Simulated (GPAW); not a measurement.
# BaTiO3 (Pm-3m): G0W0 with GPAW, start to end

Wanted: ground state, empty states, screening and self-energy for BaTiO3 (Pm-3m).

Main program and level: GPAW 26.7.0; PBE and many-body steps on it, plane waves.

**What was measured.**

- Gap 3.28 eV: optical gap from first-derivative diffuse reflectance spectrum; UV-vis diffuse reflectance; powder (commercial cubic reference powder, crystallite size 31.8 nm) (“Influence of Rapid Heat Treatment on the Photocatalytic Activity and Stability of Barium Titanates Against a Broad Range of Pollutants”, 2024, pmc:11596716).

- Gap 3.2 eV: optical gap from first-derivative diffuse reflectance spectrum; UV-vis diffuse reflectance; powder (“Influence of Rapid Heat Treatment on the Photocatalytic Activity and Stability of Barium Titanates Against a Broad Range of Pollutants”, 2024, pmc:11596716).

Report form: the programs' logs are mostly left out.

**1. The starting structure**

It takes space group Pm-3m (No. 221, cubic). Conventional cell: a = 4.006 Å, b = 4.006 Å, c = 4.006 Å, α = 90.00°, β = 90.00°, γ = 90.00°. Ba has 12 O at 2.83 Å nearest. Ti has 6 O at 2.00 Å nearest. Nearest to O lie 2 Ti at 2.00 Å and 4 Ba at 2.83 Å. Farther neighbours and most contacts between anions are not listed.

The cell and positions come from the Crystallography Open Database and are kept as given unless a step says otherwise. Spin-orbit coupling is left out unless a step names it.

**2. Ground state**

This step: GPAW 26.7.0; DFT, PBE, plane waves, PAW.

The ground-state density comes first.

Contents of run.py:

```python
import json
import numpy as np
from gpaw.mpi import world
from ase import Atoms
from gpaw import GPAW, PW, FermiDirac

atoms = Atoms(['Ba', 'Ti', 'O', 'O', 'O'],
    cell=[[4.0060000000, 0.0000000000, 0.0000000000],
      [0.0000000000, 4.0060000000, 0.0000000000],
      [0.0000000000, 0.0000000000, 4.0060000000]],
    scaled_positions=[[0.5000000000, 0.5000000000, 0.5000000000],
      [0.0000000000, 0.0000000000, 0.0000000000],
      [0.5000000000, 0.0000000000, 0.0000000000],
      [0.0000000000, 0.5000000000, 0.0000000000],
      [0.0000000000, 0.0000000000, 0.5000000000]],
    pbc=(True, True, True))
calc = GPAW(mode=PW(600),
    xc='PBE',
    kpts={'size': (6, 6, 6), 'gamma': True},
    occupations=FermiDirac(0.001),
    nbands=-8,
    convergence={'density': 1e-6, 'bands': -3},
    maxiter=100,
    txt='gs.txt')
atoms.calc = calc
res = {'energy': atoms.get_potential_energy()}
kpts = calc.get_ibz_k_points()
res['kpts'] = kpts
res['eigenvalues'] = [calc.get_eigenvalues(kpt=k) for k in range(len(kpts))]
res['n_electrons'] = calc.get_number_of_electrons()
calc.write('gs.gpw')

if world.rank == 0:
    with open('result.json', 'w') as f:
        json.dump(res, f, default=lambda x: x.tolist())
```

On the command line:

```sh
$ mpirun -n 4 gpaw python run.py
```

Run time: 11 s. Hardware: 4 MPI ranks of Arm Neoverse V1, shared host; peak memory 0.74 GiB; 42 s of CPU time.

This step gave:

- total energy: -39.23 eV
- gap: 1.781 eV
- k of the valence top: 0.5, 0.5, 0.5
- k of the conduction bottom: 0, 0, 0
- least direct gap: 1.918 eV

The gap is indirect, with the least direct gap 0.14 eV higher.

**3. Bands along the symmetry lines**

Levels along a band path, at the cheap level, show where the edges lie and whether the meshes to come will hold them.

Contents of run.py:

```python
import json
import numpy as np
from gpaw.mpi import world
from gpaw import GPAW

path = [[0.000000, 0.000000, 0.000000],
    [0.000000, 0.062500, 0.000000],
    [0.000000, 0.125000, 0.000000],
    [0.000000, 0.187500, 0.000000],
    [0.000000, 0.250000, 0.000000],
    [0.000000, 0.312500, 0.000000],
    [0.000000, 0.375000, 0.000000],
    [0.000000, 0.437500, 0.000000],
    [0.000000, 0.500000, 0.000000],
    [0.062500, 0.500000, 0.000000],
    [0.125000, 0.500000, 0.000000],
    [0.187500, 0.500000, 0.000000],
    [0.250000, 0.500000, 0.000000],
    [0.312500, 0.500000, 0.000000],
    [0.375000, 0.500000, 0.000000],
    [0.437500, 0.500000, 0.000000],
    [0.500000, 0.500000, 0.000000],
    [0.437500, 0.437500, 0.000000],
    [0.375000, 0.375000, 0.000000],
    [0.312500, 0.312500, 0.000000],
    [0.250000, 0.250000, 0.000000],
    [0.187500, 0.187500, 0.000000],
    [0.125000, 0.125000, 0.000000],
    [0.062500, 0.062500, 0.000000],
    [0.000000, 0.000000, 0.000000],
    [0.062500, 0.062500, 0.062500],
    [0.125000, 0.125000, 0.125000],
    [0.187500, 0.187500, 0.187500],
    [0.250000, 0.250000, 0.250000],
    [0.312500, 0.312500, 0.312500],
    [0.375000, 0.375000, 0.375000],
    [0.437500, 0.437500, 0.437500],
    [0.500000, 0.500000, 0.500000],
    [0.437500, 0.500000, 0.437500],
    [0.375000, 0.500000, 0.375000],
    [0.312500, 0.500000, 0.312500],
    [0.250000, 0.500000, 0.250000],
    [0.187500, 0.500000, 0.187500],
    [0.125000, 0.500000, 0.125000],
    [0.062500, 0.500000, 0.062500],
    [0.000000, 0.500000, 0.000000],
    [0.500000, 0.500000, 0.500000],
    [0.500000, 0.500000, 0.437500],
    [0.500000, 0.500000, 0.375000],
    [0.500000, 0.500000, 0.312500],
    [0.500000, 0.500000, 0.250000],
    [0.500000, 0.500000, 0.187500],
    [0.500000, 0.500000, 0.125000],
    [0.500000, 0.500000, 0.062500],
    [0.500000, 0.500000, 0.000000]]
calc = GPAW('gs.gpw').fixed_density(kpts=path,
    symmetry='off',
    nbands=30,
    convergence={'bands': 26},
    txt='bands.txt')
res = {}
kpts = calc.get_ibz_k_points()
res['kpts'] = kpts
res['eigenvalues'] = [calc.get_eigenvalues(kpt=k) for k in range(len(kpts))]
res['n_electrons'] = calc.get_number_of_electrons()

if world.rank == 0:
    with open('result.json', 'w') as f:
        json.dump(res, f, default=lambda x: x.tolist())
```

On the command line:

```sh
$ mpirun -n 4 gpaw python run.py
```

The job ended after 14 s (4 MPI ranks; peak memory 0.83 GiB; 57 s of CPU time).

This step gave:

```yaml
gap: 1.781 eV
k_of_the_valence_top: 0.5, 0.5, 0.5
k_of_the_conduction_bottom: 0, 0, 0
least_direct_gap: 1.918 eV
```

The gap is 1.781 eV, as in the run before at this level.

The electronic bands at the labelled points (eV, zero at the top of the highest filled band):

```csv
point,band 17,band 18,band 19,band 20,band 21,band 22,band 23,band 24
Γ,-1.09,-0.14,-0.14,-0.14,1.78,1.78,1.78,3.93
halfway,-1.53,-1.23,-0.46,-0.46,1.86,2.74,2.74,3.93
X,-1.81,-1.81,-0.70,-0.70,1.93,3.51,3.51,3.93
halfway,-1.37,-1.28,-1.11,-0.50,2.79,3.52,3.64,4.60
M,-1.71,-0.86,-0.86,-0.08,3.52,3.52,3.94,4.78
halfway,-1.49,-1.00,-0.94,-0.48,2.70,2.83,3.08,4.49
Γ,-1.09,-0.14,-0.14,-0.14,1.78,1.78,1.78,3.93
halfway,-2.33,-0.71,-0.71,-0.58,3.18,3.19,3.19,5.91
R,-2.39,0.00,0.00,0.00,4.18,4.18,4.18,6.75
halfway,-2.15,-0.90,-0.60,-0.49,3.29,3.72,3.74,5.87
X,-1.81,-1.81,-0.70,-0.70,1.93,3.51,3.51,3.93
jump to R,-2.39,0.00,0.00,0.00,4.18,4.18,4.18,6.75
halfway,-2.46,-0.52,-0.52,-0.04,3.83,3.83,4.06,6.20
M,-1.71,-0.86,-0.86,-0.08,3.52,3.52,3.94,4.78
```

**4. Empty states on the mesh, 4×4×4 mesh, 347 bands**

The sums over transitions need many empty states on a uniform mesh; this step solves for them.

Contents of run.py:

```python
import json
import numpy as np
from gpaw.mpi import world
from gpaw import GPAW

calc = GPAW('gs.gpw').fixed_density(kpts={'size': (4, 4, 4), 'gamma': True},
    parallel={'domain': 1, 'band': 1},
    txt='nscf.txt')
calc.diagonalize_full_hamiltonian(nbands=347)
calc.write('full.gpw', mode='all')
res = {}
kpts = calc.get_ibz_k_points()
res['kpts'] = kpts
res['eigenvalues'] = [calc.get_eigenvalues(kpt=k) for k in range(len(kpts))]
res['n_electrons'] = calc.get_number_of_electrons()

if world.rank == 0:
    with open('result.json', 'w') as f:
        json.dump(res, f, default=lambda x: x.tolist())
```

On the command line:

```sh
$ mpirun -n 4 gpaw python run.py
```

Wall time 35 s (4 MPI ranks); peak memory 2.2 GiB.

Numbers from this step:

```yaml
gap: 1.781 eV
k_of_the_valence_top: 0.5, 0.5, 0.5
k_of_the_conduction_bottom: 0, 0, 0
least_direct_gap: 1.918 eV
k_points_computed: 10
lowest_point_of_the_top_converged_band_above_the_valence_top: 158.9970 eV
```

On this mesh the gap is 1.781 eV.

**5. Screening and self-energy, 4×4×4 mesh, 337 bands, screening to 175 eV**

G0W0 replaces the xc potential by the self-energy, built once from these orbitals. Only a window of levels is corrected, while the sums run over the empty bands that the input names.

This step: G0W0 on PBE, plane waves, PAW.

Contents of run.py:

```python
import json
import numpy as np
from gpaw.mpi import world
from gpaw.response.g0w0 import G0W0

gw = G0W0('full.gpw',
    filename='gw',
    kpts=[0, 9],
    bands=(18, 22),
    ecut=175,
    nbands=337,
    integrate_gamma='WS',
    ppa=True)
gw.calculate()
res = {mode: {k: v for k, v in r.items() if k != 'sigma_eskwn'}
       for mode, r in gw.all_results.items()}

if world.rank == 0:
    with open('result.json', 'w') as f:
        json.dump(res, f, default=lambda x: x.tolist())
```

On the command line:

```sh
$ mpirun -n 4 gpaw python run.py
```

The job ended after 4.3 min (4 MPI ranks; peak memory 1.9 GiB; 17 min of CPU time).

Numbers from this step:

```yaml
g0w0_gap_on_the_points_computed: 3.535 eV
least_direct_g0w0_gap_on_the_computed_points: 3.667 eV
z_at_the_valence_top: 0.7503
z_at_the_conduction_bottom: 0.7656
starting_gap_on_the_mesh: 1.781 eV
k_of_the_valence_top: 0.5, 0.5, 0.5
k_of_the_conduction_bottom: 0, 0, 0
```

The gap on the mesh goes from 1.78 eV to 3.54 eV, a correction of +1.75 eV.

Limits: finite bands, cutoff and mesh; no spin-orbit coupling; coarse k mesh. v1 is the top filled band, c1 the lowest empty one. Levels before and after the correction, in eV, zero at the valence-band top of each column:

```csv
,conduction bottom,valence top
Kohn-Sham,1.78,0.00
G0W0,3.54,0.00
```

```csv
,level,energy (eV)
Kohn-Sham,Γ v2-v1,-0.137
Kohn-Sham,Γ c1-c2,1.781
Kohn-Sham,(0.5 0.5 0.5) v2-v1,0.000
Kohn-Sham,(0.5 0.5 0.5) c1-c2,4.183
G0W0,Γ v2-v1,-0.134
G0W0,Γ c1-c2,3.535
G0W0,(0.5 0.5 0.5) v2-v1,0.000
G0W0,(0.5 0.5 0.5) c1-c2,6.152
```

**6. Where the time went**

Times are wall times on 4 MPI ranks of Arm Neoverse V1, shared host, good to a factor of about two.

```csv
step,time,share,memory (GiB)
ground state,11 s,3 %,0.74
bands along the symmetry lines,14 s,5 %,0.83
empty states on the mesh,35 s,11 %,2.2
screening and self-energy,4.3 min,81 %,1.9
```

**7. Summary of results**

- PBE gap: 1.78 eV, indirect
- G0W0 gap on the mesh: 3.54 eV
- GW settings: 4×4×4 mesh, 337 bands, screening to 175 eV, Godby-Needs plasmon pole
- known limits: not at the basis limit; no spin-orbit coupling; coarse k mesh

What this shows: G0W0 moves the gap on the mesh from 1.78 eV to 3.54 eV (+1.75 eV), with Z of 0.75 and 0.77 at the edges. Only 2 of the mesh's irreducible points were corrected, so a valley elsewhere could overtake. The dearest step here is «screening and self-energy». Against experiment, by G0W0@PBE: the gap of 3.54 eV lies +0.26 eV from the measured 3.28 eV (optical, 2024); the gap of 3.54 eV lies +0.34 eV from the measured 3.2 eV (optical, 2024). An exciton line or allowed optical edge lies below the quasiparticle gap by the binding energy; a forbidden edge can push the onset above it. The calculation has static nuclei and no excitons; a measured gap holds zero-point and thermal motion, which mostly lowers it. Bands and cutoff are finite, so the gap is not at the basis limit. The miss can reach some tenths of an eV and take either sign; the mesh is an error of its own. These stock PAW sets were not made for GW. In the G0W0 run levels were corrected at 2 k points alone, so a gap called «on the mesh» is the least over those, and an edge elsewhere would be missed. The 4×4×4 mesh is coarse for this cell, which bears on the long-range parts of exchange and screening. This is the ideal cubic cell; many perovskites, halides above all, are cubic only on average, and local tilts or off-centring can widen the gap. The many-body steps are scalar-relativistic: spin-orbit coupling is not in them.

[Paths, hosts, dates, memory and timing lines, banners, echoed tables and standing remarks are left out of the program output.]

[Logs are printed without paths, hosts, clocks, repeated set-up lines and the standing remarks that a program may print on its own settings, such as how far it seeks lower states.]

[Runs of the session that timed out or met a known fault of the program may be left out.]

[Hosts, paths, dates, database ids (printed as entryN), source tags and the programs' standing remarks are cut or masked in the printed files.]
